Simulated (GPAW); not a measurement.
# 2H-TaSeTe monolayer: work function by functional and basis, part 2 of 2

Aim: the work function of both faces of 2H-TaSeTe monolayer, and its spread over functionals and bases.

GPAW 26.7.0; GPAW, PAW setups; layer in a repeated cell with vacuum, relaxation of atoms and in-plane cell (the session's first sound run).

So far, upper work function (eV): step 3 (the slab's potential, PBE, GPAW) 5.16; step 5 (revPBE) 5.06; step 6 (LDA) 5.43; step 7 (GPAW, PAW setups) 5.36; step 8 (RPBE) 5.06.

### 9. Real-space grid: mode = "fd"

Level of this step: GPAW, PAW setups; slab in vacuum (GPAW).

A real-space grid is a second complete basis, so it checks the plane-wave result.

Input file run.py:

```python
import json
import numpy as np
from ase import Atoms
from gpaw import GPAW

slab = Atoms(
    ['Te', 'Ta', 'Se'],
    positions=[
        [-0.00000, 2.07135, 9.00000],
        [0.00000, 0.00000, 10.90486],
        [-0.00000, 2.07135, 12.49525]],
    cell=[[3.58768, -0.0, 0.0], [-1.79384, 3.10702, 0.0], [0.0, 0.0, 21.4952]],
    pbc=[True, True, False])

slab.calc = GPAW(mode='fd', h=0.18, xc='PBE', kpts={'size': (9, 9, 1), 'gamma': True},
                 occupations={'name': 'fermi-dirac', 'width': 0.05}, nbands='160%',
                 convergence={'density': 1e-05}, maxiter=200,
                 poissonsolver={'dipolelayer': 'xy'},
                 symmetry={'tolerance': 1e-3}, txt='slab.txt')
result = {}
energy = slab.get_potential_energy()
fermi = slab.calc.get_fermi_level()
v = slab.calc.get_electrostatic_potential().mean((0, 1)) - fermi
n = slab.calc.get_pseudo_density().mean((0, 1))
L = slab.cell[2, 2]
z = np.arange(len(v)) * L / len(v)
low, high = slab.positions[:, 2].min(), slab.positions[:, 2].max()
below, above = np.interp([low - 6.8, high + 6.8], z, v)
slopes = [np.interp(x, z, np.gradient(v, z)) for x in (low - 6.8, high + 6.8)]
eps = np.array([[slab.calc.get_eigenvalues(k, s) for k in range(len(slab.calc.get_ibz_k_points()))]
                for s in range(slab.calc.get_number_of_spins())]) - fermi
top, bottom = eps[eps < 0].max(), eps[eps > 0].min()
dipole = slab.get_dipole_moment()[2]
print(f'energy {energy:.4f} eV, Fermi level {fermi:.4f} eV, dipole {dipole:.5f} e A')
print(f'potential 6.8 A off the faces, from the Fermi level: lower {below:.4f} eV, upper {above:.4f} eV')
print(f'slope of the potential there: lower {slopes[0]:.5f}, upper {slopes[1]:.5f} eV/A')
print(f'nearest levels on the mesh: {top:.4f} and {bottom:.4f} eV')
print('magnetic moment', round(slab.get_magnetic_moment(), 3))
result.update(energy=energy, fermi=fermi, dipole=dipole, below=below, above=above, slopes=slopes, edges=[top, bottom],
              z=z.tolist(), v=v.tolist(), n=n.tolist(), positions=slab.positions.tolist(),
              forces=slab.get_forces(apply_constraint=False).tolist(), moments=slab.get_magnetic_moments().tolist())
json.dump(result, open('result.json', 'w'))
```

On the command line:

```bash
> OMP_NUM_THREADS=1 OPENBLAS_NUM_THREADS=1 python run.py
```

The program printed:

```text
energy -18.2127 eV, Fermi level -5.0425 eV, dipole -0.01462 e A
potential 6.8 A off the faces, from the Fermi level: lower 4.9238 eV, upper 5.1612 eV
slope of the potential there: lower -0.00000, upper 0.00000 eV/A
nearest levels on the mesh: -0.0017 and 0.0051 eV
magnetic moment 0.0
```

Elapsed: 42 s, on 1 thread of AMD EPYC 9R14 (Zen 4), shared host; peak memory 0.38 GiB.

This step gave:

```
dipole along the normal                    : -0.01462 e·Å
levels nearest the Fermi level on the mesh : -0.001733, 0.005122 eV from the Fermi level
upper work function                        : 5.161 eV
lower work function                        : 4.924 eV
```

Electrostatic potential energy of an electron (without an applied field's), less the Fermi level, planar mean against z:

z (Å), electrostatic potential energy of an electron (without an applied field's), less the Fermi level, planar mean (eV) and a bar from the least value:
```
      0.0        5.0 ##############################
      0.5        4.9 ##############################
      1.0        4.9 ##############################
      1.5        4.9 ##############################
      2.0        4.9 ##############################
      2.5        4.9 ##############################
      3.0        4.9 ##############################
      3.5        4.9 ##############################
      4.0        4.9 ##############################
      4.5        4.9 ##############################
      5.0        4.9 ##############################
      5.5        4.9 ##############################
      6.0        4.9 ##############################
      6.5        4.9 ##############################
      7.0        4.7 #############################
      7.5        4.0 #############################
      8.0        1.1 #########################
      8.5       -8.5 #############
      9.0      -19.6 
      9.5       -9.4 ############
     10.0       -3.7 ###################
     10.5      -11.4 ##########
     11.0      -17.1 ###
     11.5       -7.9 ##############
     12.0       -7.4 ###############
     12.5      -16.6 ####
     13.0       -4.3 ###################
     13.5        2.9 ###########################
     14.0        4.7 #############################
     14.5        5.1 ##############################
     15.0        5.1 ##############################
     15.5        5.2 ##############################
     16.0        5.2 ##############################
     16.5        5.2 ##############################
     17.0        5.2 ##############################
     17.5        5.2 ##############################
     18.0        5.2 ##############################
     18.5        5.2 ##############################
     19.0        5.2 ##############################
     19.5        5.2 ##############################
     20.0        5.2 ##############################
     20.5        5.2 ##############################
     21.0        5.2 ##############################
```

The upper face's work function is 5.161 eV, against 5.160 eV in the first plane-wave PBE run at this geometry.

### 10. Atomic orbitals: mode = "lcao"

Atom-centred orbitals end a few angstrom from the surface, which tests how much the density's tail matters.

run.py: that of step 9 with these lines changed.

```diff
@@ -14,4 +14,4 @@
 
-slab.calc = GPAW(mode='fd', h=0.18, xc='PBE', kpts={'size': (9, 9, 1), 'gamma': True},
-                 occupations={'name': 'fermi-dirac', 'width': 0.05}, nbands='160%',
+slab.calc = GPAW(mode='lcao', basis='dzp', h=0.18, xc='PBE', kpts={'size': (9, 9, 1), 'gamma': True},
+                 occupations={'name': 'fermi-dirac', 'width': 0.05}, nbands='120%',
                  convergence={'density': 1e-05}, maxiter=200,
```

The program printed:

```text
energy -17.3657 eV, Fermi level -4.9620 eV, dipole -0.02114 e A
potential 6.8 A off the faces, from the Fermi level: lower 4.7904 eV, upper 5.1337 eV
slope of the potential there: lower 0.00000, upper 0.00000 eV/A
nearest levels on the mesh: -0.0039 and 0.0101 eV
magnetic moment 0.0
```

The job ended after 43 s (1 thread; peak memory 0.27 GiB).

Numbers from this step:

- dipole along the normal: -0.02114 e·Å
- levels nearest the Fermi level on the mesh: -0.003876, 0.01009 eV from the Fermi level
- upper work function: 5.134 eV
- lower work function: 4.790 eV

The upper face's work function is 5.134 eV, against 5.160 eV in the first plane-wave PBE run at this geometry.

### 11. All levels side by side

Times are for 1 thread of AMD EPYC 9R14 (Zen 4), shared host. The runs compared:

| no. | run | upper work function (eV) | lower work function (eV) | time | memory (GiB) |
| --- | --- | --- | --- | --- | --- |
| 1 | pw | 5.160 | 4.921 | 16 s | 0.21 |
| 2 | vdW DF2 | 5.461 | 5.214 | 25 s | 0.37 |
| 3 | revPBE | 5.063 | 4.813 | 16 s | 0.21 |
| 4 | LDA | 5.427 | 5.211 | 16 s | 0.2 |
| 5 | optPBE vdW | 5.364 | 5.118 | 25 s | 0.38 |
| 6 | RPBE | 5.062 | 4.806 | 16 s | 0.21 |
| 7 | fd | 5.161 | 4.924 | 42 s | 0.38 |
| 8 | lcao | 5.134 | 4.790 | 43 s | 0.27 |

### 12. Side by side

Results and costs are gathered.

This step: comparison of work functions, dipole and cost (GPAW 26.7.0).

Ladder, by row:

| step | code | work function, upper (eV) | work function, lower (eV) | dipole (e Å) | wall time (s) | peak memory (GiB) | threads |
| --- | --- | --- | --- | --- | --- | --- | --- |
| pw | GPAW | 5.16 | 4.921 | -0.015 | 15.75 | 0.21 | 1 |
| vdW-DF2 | GPAW | 5.461 | 5.214 | -0.01544 | 24.57 | 0.37 | 1 |
| revPBE | GPAW | 5.063 | 4.813 | -0.0156 | 16.18 | 0.21 | 1 |
| LDA | GPAW | 5.427 | 5.211 | -0.01357 | 15.53 | 0.2 | 1 |
| optPBE-vdW | GPAW | 5.364 | 5.118 | -0.01541 | 24.86 | 0.38 | 1 |
| RPBE | GPAW | 5.062 | 4.806 | -0.01598 | 16.46 | 0.21 | 1 |
| fd | GPAW | 5.161 | 4.924 | -0.01462 | 41.62 | 0.38 | 1 |
| lcao | GPAW | 5.134 | 4.79 | -0.02114 | 43.15 | 0.27 | 1 |

### 13. A changed run

One more run, with changed settings.

This step: GPAW, PAW setups; slab in vacuum (GPAW 26.7.0).

run.py: that of step 10 with these lines changed.

```diff
@@ -3,3 +3,3 @@
 from ase import Atoms
-from gpaw import GPAW
+from gpaw import GPAW, PW
 
@@ -14,5 +14,5 @@
 
-slab.calc = GPAW(mode='lcao', basis='dzp', h=0.18, xc='PBE', kpts={'size': (9, 9, 1), 'gamma': True},
-                 occupations={'name': 'fermi-dirac', 'width': 0.05}, nbands='120%',
-                 convergence={'density': 1e-05}, maxiter=200,
+slab.calc = GPAW(mode=PW(400), xc='PBE', kpts={'size': (9, 9, 1), 'gamma': True},
+                 occupations={'name': 'fermi-dirac', 'width': 0.05}, nbands='80%',
+                 convergence={'density': 1e-05}, maxiter=100,
                  poissonsolver={'dipolelayer': 'xy'},
```

The program printed:

```text
ValueError: Too few bands!  Electrons: 25.0, bands: 80%
```

Wall time 0.71 s (1 thread); peak memory 0.11 GiB.

The program refused the input before any cycle.

The program's message: “ValueError: Too few bands! Electrons: 25.0, bands: 80%”

The change that led to it: nbands = "80 % of the filled bands".

### 14. Summary of results

| Item | Value |
| --- | --- |
| work function, upper and lower face | 5.160 and 4.921 eV |
| dipole along the normal | -0.0150 e Å |

What this shows: With plane waves and PBE the work function is 5.16 eV on the upper face and 4.92 eV on the lower. The two faces differ by 0.24 eV, the step that the slab's dipole makes (e p/(ε0 A) gives 0.24 eV), so the dipole layer is needed. Over the sound runs of the table the upper face's work function spans 5.062 (RPBE) to 5.461 eV (vdW-DF2). The starting lattice was a guess from atomic radii; the relaxation moved it by -4 %. The relaxation of atoms and cell ran in a fully periodic cell without the dipole layer, so the atoms of this polar layer felt a small spurious field. The cell holds an odd number of electrons, so without spin polarisation it must come out metallic and without a moment, whatever its true state. The layer's cell and atoms come from the relaxation; spin-orbit coupling and temperature are left out.

[Logs are printed without paths, hosts, clocks, repeated set-up lines and the standing remarks that a program may print on its own settings, such as how far it seeks lower states.]

[Hosts, paths, dates, database ids (printed as entryN), source tags and the programs' standing remarks are cut or masked in the printed files.]
